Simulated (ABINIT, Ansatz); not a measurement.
# Be3Al (Pm-3m): zone-centre phonons, part 3 of 3

Which modes does Be3Al (Pm-3m) have at the zone centre?

ABINIT 10.8.3; DFT LDA, scalar-relativistic, plane waves, HGH norm-conserving pseudopotentials.

So far. Step 2 (Relaxing the cell and atoms): The volume changes by -1.8 % from the cell with which this run began. Step 4 (Zone-centre response): The acoustic modes at Γ come out as far as 6.0 cm⁻¹ from zero, where they should vanish, a small numerical error. The relaxed cell has a = 3.407 Å (conventional setting).

The structure was built from a prototype and need not be the compound's stable phase.

## (5) Zone-centre analysis

anaddb reads the merged derivatives and imposes the acoustic sum rule.

Input file anaddb.abi:

```
ddb_filepath "gamma_DDB"
output_file "anaddb.abo"
outdata_prefix "anaddb"
asr 1
chneut 1
enunit 2
eivec 1
nph1l 1
qph1l 0.0 0.0 0.0 1.0
```

Input file mrgddb.in:

```
gamma_DDB
merged
2
dfpt_gammao_DDB
gso_DDB
```

The run is started by

```sh
mrgddb < mrgddb.in > mrgddb.log
OMP_NUM_THREADS=1 anaddb anaddb.abi > anaddb.log
```

anaddb.abo, the main output file:

```text
-outvars_anaddb: echo values of input variables ----------------------

 Miscellaneous information :
      enunit         2
       eivec         1
         asr         1
 First list of wavevector (reduced coord.) :
       nph1l         1
       qph1l
                     0.00000000E+00  0.00000000E+00  0.00000000E+00    1.000E+00

================================================================================

 read the DDB information and perform some checks

  ==== Info on the Cryst% object ====
 Real(R)+Recip(G) space primitive vectors, cartesian coordinates (Bohr,Bohr^-1):
 R(1)=  6.4387499  0.0000000  0.0000000  G(1)=  0.1553097  0.0000000  0.0000000
 R(2)=  0.0000000  6.4387499  0.0000000  G(2)=  0.0000000  0.1553097  0.0000000
 R(3)=  0.0000000  0.0000000  6.4387499  G(3)=  0.0000000  0.0000000  0.1553097
 Unit cell volume ucvol=  2.6693447E+02 bohr^3
 Angles (23,13,12)=  9.00000000E+01  9.00000000E+01  9.00000000E+01 degrees
 Time-reversal symmetry is present
 Reduced atomic positions [iatom, xred, symbol]:
    1)    0.0000000  0.0000000  0.0000000  Al
    2)    0.0000000  0.5000000  0.5000000  Be
    3)    0.5000000  0.0000000  0.5000000  Be
    4)    0.5000000  0.5000000  0.0000000  Be

 DDB file with 3 blocks has been read.

================================================================================

 Treat the first list of vectors

  Phonon wavevector (reduced coordinates) :  0.00000  0.00000  0.00000
 Phonon energies in Hartree :
   0.000000E+00  0.000000E+00  0.000000E+00  1.120381E-03  1.120381E-03
   1.120381E-03  2.082556E-03  2.082556E-03  2.082556E-03  2.114326E-03
   2.114326E-03  2.114326E-03
 Phonon energies in meV     :
-  0.000000E+00  0.000000E+00  0.000000E+00  3.048713E+01  3.048713E+01
-  3.048713E+01  5.666923E+01  5.666923E+01  5.666923E+01  5.753374E+01
-  5.753374E+01  5.753374E+01
 Phonon frequencies in cm-1    :
-  0.000000E+00  0.000000E+00  0.000000E+00  2.458953E+02  2.458953E+02
-  2.458953E+02  4.570681E+02  4.570681E+02  4.570681E+02  4.640409E+02
-  4.640409E+02  4.640409E+02
 Phonon frequencies in Thz     :
-  0.000000E+00  0.000000E+00  0.000000E+00  7.371754E+00  7.371754E+00
-  7.371754E+00  1.370256E+01  1.370256E+01  1.370256E+01  1.391160E+01
-  1.391160E+01  1.391160E+01
 Phonon energies in Kelvin  :
-  0.000000E+00  0.000000E+00  0.000000E+00  3.537884E+02  3.537884E+02
-  3.537884E+02  6.576191E+02  6.576191E+02  6.576191E+02  6.676513E+02
-  6.676513E+02  6.676513E+02

 Eigendisplacements
 (will be given, for each mode : in cartesian coordinates
   for each atom the real part of the displacement vector,
   then the imaginary part of the displacement vector - absolute values smaller than 1.0d-7 are set to zero)
  Mode number    1   Energy    0.000000E+00
 Attention : low frequency mode.
   (Could be unstable or acoustic mode)
-  1  0.00000000E+00  0.00000000E+00 -3.18676736E-03
-     0.00000000E+00  0.00000000E+00  0.00000000E+00
-  2  0.00000000E+00  0.00000000E+00 -3.18676735E-03
-     0.00000000E+00  0.00000000E+00  0.00000000E+00
-  3  0.00000000E+00  0.00000000E+00 -3.18676735E-03
-     0.00000000E+00  0.00000000E+00  0.00000000E+00
-  4  0.00000000E+00  0.00000000E+00 -3.18676722E-03
-     0.00000000E+00  0.00000000E+00  0.00000000E+00
  Mode number    2   Energy    0.000000E+00
 Attention : low frequency mode.
   (Could be unstable or acoustic mode)
-  1  0.00000000E+00 -3.18676736E-03  0.00000000E+00
-     0.00000000E+00  0.00000000E+00  0.00000000E+00
-  2  0.00000000E+00 -3.18676735E-03  0.00000000E+00
-     0.00000000E+00  0.00000000E+00  0.00000000E+00
-  3  0.00000000E+00 -3.18676721E-03  0.00000000E+00
-     0.00000000E+00  0.00000000E+00  0.00000000E+00
-  4  0.00000000E+00 -3.18676735E-03  0.00000000E+00
-     0.00000000E+00  0.00000000E+00  0.00000000E+00
  Mode number    3   Energy    0.000000E+00
 Attention : low frequency mode.
   (Could be unstable or acoustic mode)
-  1  3.18676736E-03  0.00000000E+00  0.00000000E+00
-     0.00000000E+00  0.00000000E+00  0.00000000E+00
-  2  3.18676722E-03  0.00000000E+00  0.00000000E+00
-     0.00000000E+00  0.00000000E+00  0.00000000E+00
-  3  3.18676735E-03  0.00000000E+00  0.00000000E+00
-     0.00000000E+00  0.00000000E+00  0.00000000E+00
-  4  3.18676735E-03  0.00000000E+00  0.00000000E+00
-     0.00000000E+00  0.00000000E+00  0.00000000E+00
  Mode number    4   Energy    1.120381E-03
-  1  0.00000000E+00  0.00000000E+00 -1.33441246E-03
-     0.00000000E+00  0.00000000E+00  0.00000000E+00
-  2  0.00000000E+00  0.00000000E+00 -1.56138531E-03
-     0.00000000E+00  0.00000000E+00  0.00000000E+00
-  3  0.00000000E+00  0.00000000E+00 -1.56138531E-03
-     0.00000000E+00  0.00000000E+00  0.00000000E+00
-  4  0.00000000E+00  0.00000000E+00  7.11786355E-03
-     0.00000000E+00  0.00000000E+00  0.00000000E+00
  Mode number    5   Energy    1.120381E-03
-  1  0.00000000E+00 -1.33441246E-03  0.00000000E+00
-     0.00000000E+00  0.00000000E+00  0.00000000E+00
-  2 -1.79076475E-07 -1.56138531E-03  0.00000000E+00
-     0.00000000E+00  0.00000000E+00  0.00000000E+00
-  3  0.00000000E+00  7.11786355E-03  0.00000000E+00
-     0.00000000E+00  0.00000000E+00  0.00000000E+00
-  4  0.00000000E+00 -1.56138531E-03  0.00000000E+00
-     0.00000000E+00  0.00000000E+00  0.00000000E+00
  Mode number    6   Energy    1.120381E-03
-  1  1.33441246E-03  0.00000000E+00  0.00000000E+00
-     0.00000000E+00  0.00000000E+00  0.00000000E+00
-  2 -7.11786355E-03  0.00000000E+00  0.00000000E+00
-     0.00000000E+00  0.00000000E+00  0.00000000E+00
-  3  1.56138531E-03 -1.79076503E-07  0.00000000E+00
-     0.00000000E+00  0.00000000E+00  0.00000000E+00
-  4  1.56138531E-03  0.00000000E+00  0.00000000E+00
-     0.00000000E+00  0.00000000E+00  0.00000000E+00
  Mode number    7   Energy    2.082556E-03
-  1  0.00000000E+00  0.00000000E+00  0.00000000E+00
-     0.00000000E+00  0.00000000E+00  0.00000000E+00
-  2  0.00000000E+00  1.75465794E-07 -5.51683473E-03
-     0.00000000E+00  0.00000000E+00  0.00000000E+00
-  3  0.00000000E+00  0.00000000E+00  5.51683473E-03
-     0.00000000E+00  0.00000000E+00  0.00000000E+00
-  4  0.00000000E+00 -1.75465794E-07  0.00000000E+00
-     0.00000000E+00  0.00000000E+00  0.00000000E+00
  Mode number    8   Energy    2.082556E-03
-  1  0.00000000E+00  0.00000000E+00  0.00000000E+00
-     0.00000000E+00  0.00000000E+00  0.00000000E+00
-  2  0.00000000E+00  5.51683473E-03  1.75465704E-07
-     0.00000000E+00  0.00000000E+00  0.00000000E+00
-  3  0.00000000E+00  0.00000000E+00 -1.75465704E-07
-     0.00000000E+00  0.00000000E+00  0.00000000E+00
-  4  0.00000000E+00 -5.51683473E-03  0.00000000E+00
-     0.00000000E+00  0.00000000E+00  0.00000000E+00
  Mode number    9   Energy    2.082556E-03
-  1  0.00000000E+00  0.00000000E+00  0.00000000E+00
-     0.00000000E+00  0.00000000E+00  0.00000000E+00
-  2  0.00000000E+00  0.00000000E+00  0.00000000E+00
-     0.00000000E+00  0.00000000E+00  0.00000000E+00
-  3 -5.51683474E-03  0.00000000E+00  0.00000000E+00
-     0.00000000E+00  0.00000000E+00  0.00000000E+00
-  4  5.51683474E-03  0.00000000E+00  0.00000000E+00
-     0.00000000E+00  0.00000000E+00  0.00000000E+00
  Mode number   10   Energy    2.114326E-03
-  1  0.00000000E+00  0.00000000E+00 -2.89750465E-03
-     0.00000000E+00  0.00000000E+00  0.00000000E+00
-  2  0.00000000E+00  0.00000000E+00  4.22398571E-03
-     0.00000000E+00  0.00000000E+00  0.00000000E+00
-  3  0.00000000E+00  0.00000000E+00  4.22398571E-03
-     0.00000000E+00  0.00000000E+00  0.00000000E+00
-  4  0.00000000E+00  0.00000000E+00  2.26857271E-04
-     0.00000000E+00  0.00000000E+00  0.00000000E+00
  Mode number   11   Energy    2.114326E-03
-  1  0.00000000E+00  2.89750465E-03  0.00000000E+00
-     0.00000000E+00  0.00000000E+00  0.00000000E+00
-  2  0.00000000E+00 -4.22398571E-03  0.00000000E+00
-     0.00000000E+00  0.00000000E+00  0.00000000E+00
-  3  0.00000000E+00 -2.26857271E-04  0.00000000E+00
-     0.00000000E+00  0.00000000E+00  0.00000000E+00
-  4  0.00000000E+00 -4.22398571E-03  0.00000000E+00
-     0.00000000E+00  0.00000000E+00  0.00000000E+00
  Mode number   12   Energy    2.114326E-03
-  1  2.89750465E-03  0.00000000E+00  0.00000000E+00
-     0.00000000E+00  0.00000000E+00  0.00000000E+00
-  2 -2.26857271E-04  0.00000000E+00  0.00000000E+00
-     0.00000000E+00  0.00000000E+00  0.00000000E+00
-  3 -4.22398571E-03  0.00000000E+00  0.00000000E+00
-     0.00000000E+00  0.00000000E+00  0.00000000E+00
-  4 -4.22398571E-03  0.00000000E+00  0.00000000E+00
-     0.00000000E+00  0.00000000E+00  0.00000000E+00

 Analysis of degeneracies and characters (maximum tolerance=1.00E-06 a.u.)
 For each vibration mode, or group of modes if degenerate,
 the characters are given for each symmetry operation (see the list in the log file).
 Symmetry characters of vibration mode #   1
       degenerate with vibration modes #   2 to    3
  3.0 -3.0 -1.0  1.0 -1.0  1.0 -1.0  1.0  1.0 -1.0 -1.0  1.0  1.0 -1.0 -1.0  1.0
  0.0 -0.0  0.0 -0.0 -0.0  0.0 -0.0  0.0  1.0 -1.0 -1.0  1.0 -1.0  1.0  1.0 -1.0
  0.0 -0.0 -0.0  0.0 -0.0  0.0  0.0 -0.0  1.0 -1.0  1.0 -1.0 -1.0  1.0 -1.0  1.0
 Symmetry characters of vibration mode #   4
       degenerate with vibration modes #   5 to    6
  3.0 -3.0 -1.0  1.0 -1.0  1.0 -1.0  1.0  1.0 -1.0 -1.0  1.0  1.0 -1.0 -1.0  1.0
 -0.0  0.0 -0.0  0.0  0.0 -0.0  0.0 -0.0  1.0 -1.0 -1.0  1.0 -1.0  1.0  1.0 -1.0
 -0.0  0.0  0.0 -0.0  0.0 -0.0 -0.0  0.0  1.0 -1.0  1.0 -1.0 -1.0  1.0 -1.0  1.0
 Symmetry characters of vibration mode #   7
       degenerate with vibration modes #   8 to    9
  3.0 -3.0 -1.0  1.0 -1.0  1.0 -1.0  1.0 -1.0  1.0  1.0 -1.0 -1.0  1.0  1.0 -1.0
  0.0 -0.0 -0.0  0.0 -0.0  0.0 -0.0  0.0 -1.0  1.0  1.0 -1.0  1.0 -1.0 -1.0  1.0
  0.0 -0.0 -0.0  0.0 -0.0  0.0 -0.0  0.0 -1.0  1.0 -1.0  1.0  1.0 -1.0  1.0 -1.0
 Symmetry characters of vibration mode #  10
       degenerate with vibration modes #  11 to   12
  3.0 -3.0 -1.0  1.0 -1.0  1.0 -1.0  1.0  1.0 -1.0 -1.0  1.0  1.0 -1.0 -1.0  1.0
  0.0 -0.0  0.0 -0.0 -0.0  0.0 -0.0  0.0  1.0 -1.0 -1.0  1.0 -1.0  1.0  1.0 -1.0
  0.0 -0.0 -0.0  0.0 -0.0  0.0  0.0 -0.0  1.0 -1.0  1.0 -1.0 -1.0  1.0 -1.0  1.0
-
```

Run time: 0.72 s. Hardware: 1 thread of Intel Xeon at 2.70GHz, shared host.

This step gave:

| Quantity | Value |
| --- | --- |
| highest optical zone-centre mode (no LO-TO term) | 464.0 cm⁻¹ |
| lowest optical zone-centre mode | 245.9 cm⁻¹ |

No LO-TO term; unit eigenvectors of the mass-weighted matrix, from anaddb's displacements. Modes at Γ, with each element's share of the kinetic energy:

```csv
mode,frequency (cm⁻¹),symmetry,Al %,Be %
1,0.0,acoustic,50,50
2,0.0,acoustic,50,50
3,0.0,acoustic,50,50
4,245.9,T1u,9,91
5,245.9,T1u,9,91
6,245.9,T1u,9,91
7,457.1,T2u,0,100
8,457.1,T2u,0,100
9,457.1,T2u,0,100
10,464.0,T1u,41,59
11,464.0,T1u,41,59
12,464.0,T1u,41,59
```

Displacements in mode 6 (245.9 cm⁻¹), the largest set to 1:
```
Al1  0.19  0.00  0.00
Be2 -1.00  0.00  0.00
Be3  0.22  0.00  0.00
Be4  0.22  0.00  0.00
```

Displacements in mode 9 (457.1 cm⁻¹), the largest set to 1:
```
Al1  0.00  0.00  0.00
Be2  0.00  0.00  0.00
Be3 -1.00  0.00  0.00
Be4  1.00  0.00  0.00
```

The rule moves no optical mode by more than 0.2 cm⁻¹.

## (6) The same in Ansatz

The same cell goes through another code, with its own cutoff. The potentials differ.

This step: DFT LDA, scalar-relativistic, plane waves, PseudoDojo norm-conserving pseudopotentials (Ansatz 0.2.0).

Input file input.yaml:

```yaml
crystal:
  lattice:
    - [3.4072397024, 0.0, 0.0]
    - [0.0, 3.4072397024, 0.0]
    - [0.0, 0.0, 3.4072397024]
  atoms:
    - { symbol: Al, position: [0.0, 0.0, 0.0] }
    - { symbol: Be, position: [0.0, 0.5, 0.5] }
    - { symbol: Be, position: [0.5, 0.0, 0.5] }
    - { symbol: Be, position: [0.5, 0.5, 0.0] }
kpoints:
  mp_grid: { grid: [8, 8, 8] }
hamiltonian:
  xc: lda
  pseudopotentials: { kind: nc, accuracy: standard }
scf:
  occupations: { method: gaussian, width: 0.27211 }
output:
  eigenvalues: true
phonons:
  method: dfpt
```

The run is started by

```sh
ansatz run input.yaml --threads 4 --pin off --max-ram 8192MiB --backend cpu --events-out ev --progress --plain --runs-dir out
```

Output:

```text
zone centre: on kpoints.mp_grid the ground state, and the responses unless they are solved on pairs of k-points, stand on 125 of the mesh's 512 k-points, reduced under 8 symmetry operations, with k and −k counted as one. Each operation leaves every solved displacement unchanged or reverses it
Engine: ansatz 0.2.0, x86_64-unknown-linux-gnu
Pseudopotentials: kind: nc
Pseudopotential: Al, nc, valence charge 3, recommended cutoff 598.650497 eV (normal), Al.nc.azcp (PseudoDojo's, or run here from an input of PseudoDojo's; its table is named by hamiltonian.pseudopotentials.accuracy)
Pseudopotential: Be, nc, valence charge 4, recommended cutoff 1197.300995 eV (normal), Be.nc.azcp (PseudoDojo's, or run here from an input of PseudoDojo's; its table is named by hamiltonian.pseudopotentials.accuracy)
Functional definition: SPW92
  exchange = slater_x
  correlation = pw_c
Crystal: 4 atoms, lattice volume = 39.556 Å³
Basis set: ecut = 1197.300995 eV, 3743 PW (Γ), exchange–correlation on 80×80×80 points (8 copies of the dense FFT grid, shifted against one another)
Bands: 12, of which v1, the nominal top of the filled ones, is band 8 counted from 1 (7 counted from 0)
Symmetry: 48 space group operations
k-points: 125 of 512 (irreducible under 8 space group operations)
Non-local potential: Al, projectors of the file, l = 0: 2, l = 1: 2, l = 2: 2
Non-local potential: Be, projectors of the file, l = 0: 2, l = 1: 2
Initial density: superposition of atomic densities (chi_scale 0.1, normalization cell, long waves kept (reshape's long-wave potential 0.00 eV rms))
Initial wavefunctions: pseudopotential atomic-orbital guess
Functional: x = slater, c = lda
SCF iter   1: F=—  HF=-1192.231740 eV  |F-HF|=—  |Δ(HF+E_count)|=         —  Δρ=3.42e-2  dr2=3.12e-1  ethr=3.10e-3  ⟨swp⟩=5.2  Hψ=9847  notcnv=0
preconditioner: auto → none  [metal: Δε(μ)=0.029 eV  Ē_g=8.771 eV  σ=0.272 eV  W_gap=0.06  n_scr=6 (ndim 8)  ℏωp=17.7 eV  f_vac=0.000  D(μ)=1.40/eV (n_scr^D=6)  sad-step TF]
SCF iter   2: F=—  HF=-1192.156883 eV  |F-HF|=—  |Δ(HF+E_count)|=   7.49e-2  Δρ=1.92e-2  dr2=1.24e-1  ethr=2.08e-3  ⟨swp⟩=1.0  Hψ=2503  notcnv=0
SCF iter   3: F=—  HF=-1192.106237 eV  |F-HF|=—  |Δ(HF+E_count)|=   5.06e-2  Δρ=1.95e-3  dr2=2.95e-4  ethr=8.27e-4  ⟨swp⟩=2.1  Hψ=1975  notcnv=0
SCF iter   4: F=—  HF=-1192.106248 eV  |F-HF|=—  |Δ(HF+E_count)|=   1.19e-5  Δρ=8.67e-5  dr2=4.08e-6  ethr=1.97e-6  ⟨swp⟩=2.3  Hψ=2202  notcnv=0
SCF iter   5: F=—  HF=-1192.106245 eV  |F-HF|=—  |Δ(HF+E_count)|=   3.68e-6  Δρ=1.39e-5  dr2=1.10e-7  ethr=2.72e-8  ⟨swp⟩=2.0  Hψ=2054  notcnv=0
SCF iter   6: F=—  HF=-1192.106243 eV  |F-HF|=—  |Δ(HF+E_count)|=   1.79e-6  Δρ=1.65e-6  dr2=4.16e-10  ethr=7.30e-10  ⟨swp⟩=2.0  Hψ=2042  notcnv=0  defer=12
SCF iter   7: F=-1192.106243 eV  HF=-1192.106243 eV  |F-HF|=9.09e-13  |Δ(HF+E_count)|=  5.18e-11  Δρ=1.57e-7  dr2=4.72e-12  ethr=1.00e-12  ⟨swp⟩=8.9  Hψ=9807  notcnv=0
SCF 1 converged in 7 iterations: F = -1192.106243 eV  dr2 = 4.72e-12
DFPT response loops at Γ: preconditioner auto → Kerker (q_TF=auto, 2.321 Å⁻¹) (partly filled bands, converged f_vac=0.000); β = 1.00, the filter's whole step (`scf.mixing.beta` (0.50) is not read by the response loops under this deck's `scf.mixing.preconditioner`; to damp them name `kerker` or `kerker_dos`, under which they read `scf.mixing.beta`, and type it under 1.00, their step now; both keys bind the ground state too); Broyden in place of MSR1
SCF converged after 7 iterations
Free energy (F): -1192.106243 eV
Harris-Foulkes:  -1192.106243 eV  (|F-HF|=9.09e-13)
Internal energy: -1192.053270 eV  (E = F + TS)
E sigma→0 (E₀):  -1192.079757 eV
Entropy (-TS):   -0.052973 eV (-13.243 meV/atom)
Fermi energy:    8.475197 eV
--- Per-component energies (eV) ---
  E_band       = -508.043989
  E_kinetic    = 729.876066
  E_local      = -680.833839  (includes V_loc(G=0)·N_el)
  E_nonlocal   = -665.796055
  E_hartree    = 194.387023
  E_xc         = -221.148917
  E_vxc        = -280.064208  (∫ρ·V_xc dr)
  E_ewald      = -548.537549
  E_smearing   = -0.052973  (= −TS)
  E_closure    = 0.000000  (closes the sum)
  Σ components = -1192.106243   (vs F -1192.106243, Δ=0.00e0)
--- Band table (eV; the first three rows and the last of 125) ---
  k-point 0: bands = [... 4 lower, 6.0585, 6.0585, 6.0585, 10.1424, 10.1424, 11.2177, 15.9041, 15.9041]
  k-point 1: bands = [... 4 lower, 4.9131, 6.2449, 6.2449, 10.1042, 10.7232, 12.2254, 14.7990, 14.7990]
  k-point 2: bands = [... 4 lower, 3.0394, 6.8028, 6.8028, 10.0132, 11.1028, 12.6898, 12.6898, 15.0077]
  k-point 124: bands = [... 4 lower, 3.6019, 3.6019, 4.2965, 6.2675, 7.3196, 7.3196, 7.3196, 21.6395]
--- Phonons (Γ-DFPT): 3 representative perturbations + reference, on 125 of 512 k-points (Σ response iterations 9) ---
  k mesh reduced under 8 symmetry operations, with k and −k counted as one. Each operation leaves every solved displacement unchanged or reverses it
  ASR residual: 6.131e-5 → 0.000e0 eV/Å²; symmetrization residual: 1.871e-6 eV/Å²
  ASR residual per site (eV/Å²): 6.13e-5 4.06e-5 4.06e-5 4.06e-5
  Γ frequencies (cm⁻¹): 0.00 0.00 0.00 270.60 270.60 270.60 475.65 475.65 475.65 487.97 487.97 487.97
  non-analytic LO–TO correction: not included (Born effective charges unavailable; polar crystals: no LO–TO splitting at Γ)
```

Wall time 19 s (4 threads); peak memory 1 GiB; 70 s of CPU time.

Read from the output:

```
sum-rule residual before enforcement             : 6.13e-5 eV/Å²
highest optical zone-centre mode (no LO-TO term) : 488.0 cm⁻¹
lowest optical zone-centre mode                  : 270.6 cm⁻¹
```

## (7) Side by side: ABINIT HGH and Ansatz, PseudoDojo

Numbers from this step:

* root-mean-square difference: 22.57 cm⁻¹
* largest difference: 24.7 cm⁻¹

Optical modes, paired by symmetry label. Frequencies side by side, by row:

```csv
q (reciprocal lattice),mode,ABINIT HGH (cm⁻¹),"Ansatz, PseudoDojo (cm⁻¹)"
0 0 0,4,245.9,270.6
0 0 0,5,245.9,270.6
0 0 0,6,245.9,270.6
0 0 0,7,457.1,475.6
0 0 0,8,457.1,475.6
0 0 0,9,457.1,475.6
0 0 0,10,464,488
0 0 0,11,464,488
0 0 0,12,464,488
```

At the zone centre the largest difference (acoustic modes at Γ apart) is 5 % of the highest mode, but 10 % of the mode at 246 cm⁻¹ on which it sits.

## (8) What came out

| Quantity | Value |
| --- | --- |
| space group after relaxation | Pm-3m |
| volume per atom | 9.89 Å³ |
| highest optical zone-centre mode (no LO-TO term) | 464.0 cm⁻¹ |
| lowest optical zone-centre mode | 245.9 cm⁻¹ |
| imaginary optical modes at the zone centre (no q mesh in this session) | none |
| largest difference from Ansatz, PseudoDojo | 24.7 cm⁻¹ |

At the LDA level the optical modes of Be3Al (Pm-3m) at the zone centre run from 246 to 464 cm⁻¹. ABINIT HGH and Ansatz, PseudoDojo differ by 22.6 cm⁻¹ in the root mean square and by 24.7 cm⁻¹ at most, 5.3 % of the highest mode compared (acoustic modes at Γ left out); the two use different potentials, and the cell was not relaxed for the second set. These are harmonic frequencies at zero temperature: anharmonic shifts and linewidths and thermal expansion are left out. In a metal the frequencies hang on the k mesh and the smearing, most of all near Kohn anomalies. The runs are without spin polarisation, although the cell has an odd electron count or an open d or f shell, so a magnetic state was not tested. The structure is a hypothetical one, built on a prototype.

[Host names and launcher messages were left out of these logs when they were recorded.]

[Logs are printed without paths, hosts, clocks, repeated set-up lines and the standing remarks that a program may print on its own settings, such as how far it seeks lower states.]

[Hosts, paths, dates, database ids (printed as entryN), source tags and the programs' standing remarks are cut or masked in the printed files.]
